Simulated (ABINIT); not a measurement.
# Quasiparticle gap of NaCl (Fm-3m) in ABINIT

Aim: the G0W0 gap of NaCl (Fm-3m) on PBE, step by step.

Program: ABINIT 10.8.3. Level of theory: PBE and many-body steps on it, plane waves. Results are calculated unless marked as measured.

Most raw output is cut from this account.

The database entry behind the starting cell differs from later determinations by our own check (an axis about 0.4 % short against later determinations), so it need not match the best structure at ambient conditions.

**1. The structure**

Symmetry: Fm-3m, No. 225, cubic system. The conventional cell has a = 5.620 Å, b = 5.620 Å, c = 5.620 Å, α = 90.00°, β = 90.00°, γ = 90.00°. Na has 6 Cl at 2.81 Å nearest. Nearest to Cl lie 6 Na at 2.81 Å. Farther neighbours and most contacts between anions are not listed.

The cell and positions come from the Crystallography Open Database and are kept as given unless a step says otherwise.

**2. Ground state**

This step: ABINIT 10.8.3; DFT, PBE, plane waves, norm-conserving pseudopotentials.

The ground-state density comes first.

File run.abi:

```
acell 3*1.0 Angstrom
rprim 
  0.000000000000 2.810000000000 2.810000000000
  2.810000000000 0.000000000000 2.810000000000
  2.810000000000 2.810000000000 0.000000000000
ntypat 2
znucl 11 17
natom 2
typat 1 2
xred 
  0.000000000000 0.000000000000 0.000000000000
  0.500000000000 0.500000000000 0.500000000000
pp_dirpath "pseudos"
pseudos "Na.upf, Cl.upf"
ecut 38
ngkpt 6 6 6
nshiftk 1
shiftk 0 0 0
kptopt 1
chksymbreak 0
nband 13
occopt 1
tolvrs 1e-10
nstep 60
prtwf 0
optforces 0
optstress 0
indata_prefix "in"
outdata_prefix "out"
tmpdata_prefix "tmp"
```

Run with:

```
OMP_NUM_THREADS=1 mpirun -n 4 abinit run.abi > log
```

Run time: 8.6 s. Hardware: 4 MPI ranks of Arm Neoverse V1, shared host; peak memory 0.35 GiB.

This step gave:

```
total energy               : -1693.8034 eV
gap                        : 5.150 eV
k of the valence top       : 0, 0, 0
k of the conduction bottom : 0, 0, 0
least direct gap           : 5.150 eV
```

The gap is direct, at Γ.

**3. Bands along the symmetry lines**

The cheap functional maps the bands first; the places of the edges decide which points the dearer methods must see.

File run.abi:

```
acell 3*1.0 Angstrom
rprim 
  0.000000000000 2.810000000000 2.810000000000
  2.810000000000 0.000000000000 2.810000000000
  2.810000000000 2.810000000000 0.000000000000
ntypat 2
znucl 11 17
natom 2
typat 1 2
xred 
  0.000000000000 0.000000000000 0.000000000000
  0.500000000000 0.500000000000 0.500000000000
pp_dirpath "pseudos"
pseudos "Na.upf, Cl.upf"
ecut 38
iscf -2
irdden 1
kptopt 0
nkpt 50
kpt 
  0.00000000 0.00000000 0.00000000
  0.06250000 0.00000000 0.06250000
  0.12500000 0.00000000 0.12500000
  0.18750000 0.00000000 0.18750000
  0.25000000 0.00000000 0.25000000
  0.31250000 0.00000000 0.31250000
  0.37500000 0.00000000 0.37500000
  0.43750000 0.00000000 0.43750000
  0.50000000 0.00000000 0.50000000
  0.51562500 0.03125000 0.51562500
  0.53125000 0.06250000 0.53125000
  0.54687500 0.09375000 0.54687500
  0.56250000 0.12500000 0.56250000
  0.57812500 0.15625000 0.57812500
  0.59375000 0.18750000 0.59375000
  0.60937500 0.21875000 0.60937500
  0.62500000 0.25000000 0.62500000
  0.37500000 0.37500000 0.75000000
  0.32812500 0.32812500 0.65625000
  0.28125000 0.28125000 0.56250000
  0.23437500 0.23437500 0.46875000
  0.18750000 0.18750000 0.37500000
  0.14062500 0.14062500 0.28125000
  0.09375000 0.09375000 0.18750000
  0.04687500 0.04687500 0.09375000
  0.00000000 0.00000000 0.00000000
  0.06250000 0.06250000 0.06250000
  0.12500000 0.12500000 0.12500000
  0.18750000 0.18750000 0.18750000
  0.25000000 0.25000000 0.25000000
  0.31250000 0.31250000 0.31250000
  0.37500000 0.37500000 0.37500000
  0.43750000 0.43750000 0.43750000
  0.50000000 0.50000000 0.50000000
  0.50000000 0.46875000 0.53125000
  0.50000000 0.43750000 0.56250000
  0.50000000 0.40625000 0.59375000
  0.50000000 0.37500000 0.62500000
  0.50000000 0.34375000 0.65625000
  0.50000000 0.31250000 0.68750000
  0.50000000 0.28125000 0.71875000
  0.50000000 0.25000000 0.75000000
  0.50000000 0.21875000 0.71875000
  0.50000000 0.18750000 0.68750000
  0.50000000 0.15625000 0.65625000
  0.50000000 0.12500000 0.62500000
  0.50000000 0.09375000 0.59375000
  0.50000000 0.06250000 0.56250000
  0.50000000 0.03125000 0.53125000
  0.50000000 0.00000000 0.50000000
istwfk *1
nband 15
nbdbuf 2
tolwfr 1e-08
nstep 40
prtwf 0
prtvol 0
indata_prefix "in"
outdata_prefix "out"
tmpdata_prefix "tmp"
```

It took 12 s on 4 MPI ranks; peak memory 0.29 GiB.

This step gave:

- gap: 5.150 eV
- k of the valence top: 0, 0, 0
- k of the conduction bottom: 0, 0, 0
- least direct gap: 5.150 eV

The gap is 5.150 eV, as in the run before at this level.

Electronic bands along the path, in eV, zero at the top of the highest filled band; v1 is the highest filled band, c1 the lowest empty one:

| point | v4 | v3 | v2 | v1 | c1 | c2 | c3 | c4 |
| --- | --- | --- | --- | --- | --- | --- | --- | --- |
| Γ | -12.68 | 0.00 | 0.00 | 0.00 | 5.15 | 11.06 | 11.06 | 11.06 |
| halfway | -12.47 | -1.08 | -0.32 | -0.32 | 7.13 | 9.10 | 10.83 | 12.41 |
| X | -12.29 | -1.69 | -0.61 | -0.61 | 7.55 | 8.05 | 11.40 | 14.88 |
| halfway | -12.28 | -1.62 | -0.77 | -0.58 | 7.79 | 8.33 | 11.15 | 13.72 |
| U | -12.28 | -1.43 | -1.13 | -0.50 | 8.24 | 9.04 | 10.59 | 12.74 |
| jump to K | -12.28 | -1.43 | -1.13 | -0.50 | 8.24 | 9.04 | 10.59 | 12.74 |
| halfway | -12.45 | -1.24 | -0.48 | -0.16 | 7.32 | 9.68 | 10.76 | 11.84 |
| Γ | -12.68 | 0.00 | 0.00 | 0.00 | 5.15 | 11.06 | 11.06 | 11.06 |
| halfway | -12.51 | -1.11 | -0.14 | -0.14 | 6.62 | 10.01 | 11.34 | 11.34 |
| L | -12.34 | -1.95 | -0.27 | -0.27 | 7.28 | 10.72 | 10.92 | 10.92 |
| halfway | -12.30 | -1.67 | -0.77 | -0.42 | 8.34 | 9.55 | 10.28 | 11.69 |
| W | -12.27 | -1.20 | -1.20 | -0.76 | 8.84 | 9.71 | 9.71 | 11.37 |
| halfway | -12.28 | -1.55 | -0.80 | -0.69 | 8.07 | 8.54 | 10.89 | 12.75 |
| X | -12.29 | -1.69 | -0.61 | -0.61 | 7.55 | 8.05 | 11.40 | 14.88 |

**4. Empty states on the mesh, 4×4×4 mesh, 30 bands**

The sums over transitions need many empty states on a uniform mesh; this step solves for them.

File run.abi:

```
acell 3*1.0 Angstrom
rprim 
  0.000000000000 2.810000000000 2.810000000000
  2.810000000000 0.000000000000 2.810000000000
  2.810000000000 2.810000000000 0.000000000000
ntypat 2
znucl 11 17
natom 2
typat 1 2
xred 
  0.000000000000 0.000000000000 0.000000000000
  0.500000000000 0.500000000000 0.500000000000
pp_dirpath "pseudos"
pseudos "Na.upf, Cl.upf"
ecut 38
ngkpt 4 4 4
nshiftk 1
shiftk 0 0 0
kptopt 1
chksymbreak 0
iscf -2
irdden 1
istwfk *1
nband 30
nbdbuf 4
tolwfr 1e-09
nstep 60
prtvol 0
indata_prefix "in"
outdata_prefix "out"
tmpdata_prefix "tmp"
```

Wall time 5.5 s (4 MPI ranks); peak memory 0.26 GiB.

This step gave:

```
gap                                                           : 5.150 eV
k of the valence top                                          : 0, 0, 0
k of the conduction bottom                                    : 0, 0, 0
least direct gap                                              : 5.150 eV
k points computed                                             : 8
lowest point of the top converged band, above the valence top : 27.90 eV
```

On this mesh the gap is 5.150 eV.

**5. Screening, 4×4×4 mesh, 26 bands, screening to 87.1 eV**

The RPA dielectric matrix is built and inverted for each q.

This step: RPA screening on PBE, plane waves, norm-conserving pseudopotentials.

run.abi: that of step 4 with these lines changed.

```diff
@@ -20,10 +20,11 @@
 chksymbreak 0
-iscf -2
-irdden 1
 istwfk *1
-nband 30
-nbdbuf 4
-tolwfr 1e-09
-nstep 60
-prtvol 0
+occopt 1
+irdwfk 1
+optdriver 3
+nband 26
+ecuteps 3.2
+inclvkb 2
+awtr 1
+symchi 1
 indata_prefix "in"
```

Run time: 4.4 s. Hardware: 4 MPI ranks; peak memory 0.47 GiB.

Numbers from this step:

| Item | Value |
| --- | --- |
| ε∞ with local fields, on this mesh, along the program's q direction | 2.356 |
| the same without local fields | 2.771 |
| plasma frequency | 22.30 eV |
| plane waves in the screening matrix | 65 |

Local fields lower ε∞ by 15 %. On a Γ-centred mesh this coarse the value itself is usually too large, while a short band sum pulls it down.

**6. Self-energy, 4×4×4 mesh, 26 bands, screening to 87.1 eV**

The self-energy is evaluated for the states that the input lists, and the levels follow from it, in one-shot runs by the linearised quasiparticle equation.

This step: G0W0 on PBE, plane waves, norm-conserving pseudopotentials.

run.abi: that of step 5 with these lines changed.

```diff
@@ -23,8 +23,15 @@
 irdwfk 1
-optdriver 3
+optdriver 4
 nband 26
+gwcalctyp 0
+ecutsigx 38
+symsigma 1
+nkptgw 1
+kptgw 
+  0.0000000000 0.0000000000 0.0000000000
+bdgw 
+  6 12
 ecuteps 3.2
-inclvkb 2
-awtr 1
-symchi 1
+irdscr 1
+ppmodel 1
 indata_prefix "in"
```

The job ended after 2.6 s (4 MPI ranks; peak memory 0.17 GiB; 10 s of CPU time).

Numbers from this step:

```yaml
g0w0_gap_on_the_points_computed: 7.922 eV
starting_gap_on_the_mesh: 5.150 eV
k_of_the_valence_top: 0, 0, 0
k_of_the_conduction_bottom: 0, 0, 0
z_at_the_valence_top: 0.819
z_at_the_conduction_bottom: 0.869
least_direct_g0w0_gap_on_the_computed_points: 7.922 eV
```

The gap on the mesh goes from 5.15 eV to 7.92 eV, a correction of +2.77 eV.

Limits: finite bands, cutoff and mesh; coarse k mesh. v1 is the top filled band, c1 the lowest empty one. Levels before and after the correction, in eV, zero at the valence-band top of each column:

|  | conduction bottom | valence top |
| --- | --- | --- |
| Kohn-Sham | 5.15 | 0.00 |
| G0W0 | 7.92 | 0.00 |

|  | level | energy (eV) |
| --- | --- | --- |
| Kohn-Sham | Γ v3-v1 | 0.000 |
| Kohn-Sham | Γ c1 | 5.150 |
| Kohn-Sham | Γ c2-c4 | 11.062 |
| G0W0 | Γ v3-v1 | 0.000 |
| G0W0 | Γ c1 | 7.922 |
| G0W0 | Γ c2-c4 | 14.532 |

**7. Where the time went**

Times are wall times on 4 MPI ranks of Arm Neoverse V1, shared host, good to a factor of about two.

| step | time | share | memory (GiB) |
| --- | --- | --- | --- |
| ground state | 8.6 s | 26 % | 0.35 |
| bands along the symmetry lines | 12 s | 37 % | 0.29 |
| empty states on the mesh | 5.5 s | 16 % | 0.26 |
| screening | 4.4 s | 13 % | 0.47 |
| self-energy | 2.6 s | 8 % | 0.17 |

**8. Summary of results**

```yaml
pbe_gap: 5.15 eV, direct
g0w0_gap_on_the_mesh: 7.92 eV
gw_settings: 4×4×4 mesh, 26 bands, screening to 87.1 eV, Godby-Needs plasmon pole
known_limits: not at the basis limit; coarse k mesh
```

What this shows: G0W0 moves the gap on the mesh from 5.15 eV to 7.92 eV (+2.77 eV), with Z of 0.82 and 0.87 at the edges. Local fields lower the RPA ε∞ on this mesh from 2.77 to 2.36; a Γ-centred mesh this coarse tends to raise both, most where the direct gap is narrow, while a short band sum lowers them. Only 1 of the mesh's irreducible points was corrected, so a valley elsewhere could overtake. Bands and cutoff are finite, so the gap is not at the basis limit. The miss can reach some tenths of an eV and take either sign; the mesh is an error of its own. In the G0W0 run levels were corrected at 1 k point alone, so a gap called «on the mesh» is the least over those, and an edge elsewhere would be missed. The 4×4×4 mesh is coarse for this cell, which bears on the long-range parts of exchange and screening.

[Paths, hosts, dates, memory and timing lines, banners, echoed tables and standing remarks are left out of the program output.]

[Logs are printed without paths, hosts, clocks, repeated set-up lines and the standing remarks that a program may print on its own settings, such as how far it seeks lower states.]

[Runs of the session that timed out or met a known fault of the program may be left out.]

[Hosts, paths, dates, database ids (printed as entryN), source tags and the programs' standing remarks are cut or masked in the printed files.]

[G0W0 gaps are taken among the corrected bands and points alone; a level outside them can change the order at an edge.]

[Where Ansatz stands beside ABINIT at settings called matched, ABINIT's density can come from a denser mesh and the files from another edition; pairs whose starting gaps differed by over 0.03 eV were left out, so agreement reads better than it is.]
